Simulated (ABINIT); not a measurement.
Records of electronic-structure calculations.

```
! title: A GW chain in ABINIT: AgCl (Fm-3m)
! method: RPA screening on PBE, plane waves, norm-conserving pseudopotentials (and 2 further levels or steps)
! program: ABINIT 10.8.3
! settings: cutoff 37 Ha, PseudoDojo scalar-relativistic 0.4.1 standard, norm-conserving, ngkpt (6, 6, 6), nband 395, ecuteps 12 Ha, inclvkb 2, shiftk (0, 0, 0), symchi 1, awtr 1, frequency ppm, 6×6×6 k-mesh
! cost: 5 runs, 16 min in all on 8 MPI ranks of Arm Neoverse V2, shared host
! notes: The cell and positions are those that the Materials Project relaxed with its own functionals (PBE, PBE+U or r2SCAN), kept fixed. Limits: d shell near the gap, gap tends to lie low; no spin-orbit coupling. The 6×6×6 mesh is coarse for this cell, which bears on the long-range parts of exchange and screening.
! PBE gap: 0.91 eV, indirect
! G0W0 gap on the mesh: 2.30 eV
! GW settings: 6×6×6 mesh, 395 bands, screening to 326.5 eV, Godby-Needs plasmon pole
! known limits: short of the basis limit; d shell near the gap, gap tends to lie low; no spin-orbit coupling; coarse k mesh
CELL_PARAMETERS angstrom
0.00000 2.77266 2.77266
2.77266 0.00000 2.77266
2.77266 2.77266 0.00000
ATOMIC_POSITIONS crystal
Ag 0.00000 0.00000 0.00000
Cl 0.50000 0.50000 0.50000
```

[Long decimals in the printed logs are rounded to 6 places.]

[Logs are printed without paths, hosts, clocks, repeated set-up lines and the standing remarks that a program may print on its own settings, such as how far it seeks lower states.]

[Paths, hosts, dates, memory and timing lines, banners, echoed tables and standing remarks are left out of the program output; an Ansatz launch command may be rebuilt from the run's recorded settings. Measured values are a selection of at most five: reports struck by readers or far from the other reports are left out. None is set beside runs whose start may be inverted or whose files or cutoffs have a known fault.]

[Runs of the session that timed out or met a known fault of the program may be left out.]

[Hosts, paths, dates, database ids (printed as entryN), source tags and the programs' standing remarks are cut or masked in the printed files.]

[G0W0 gaps are taken among the corrected bands and points alone; a level outside them can change the order at an edge.]

[Where Ansatz stands beside ABINIT at settings called matched, ABINIT's density can come from a denser mesh and the files from another edition; pairs whose starting gaps differed by over 0.03 eV were left out, so agreement reads better than it is.]
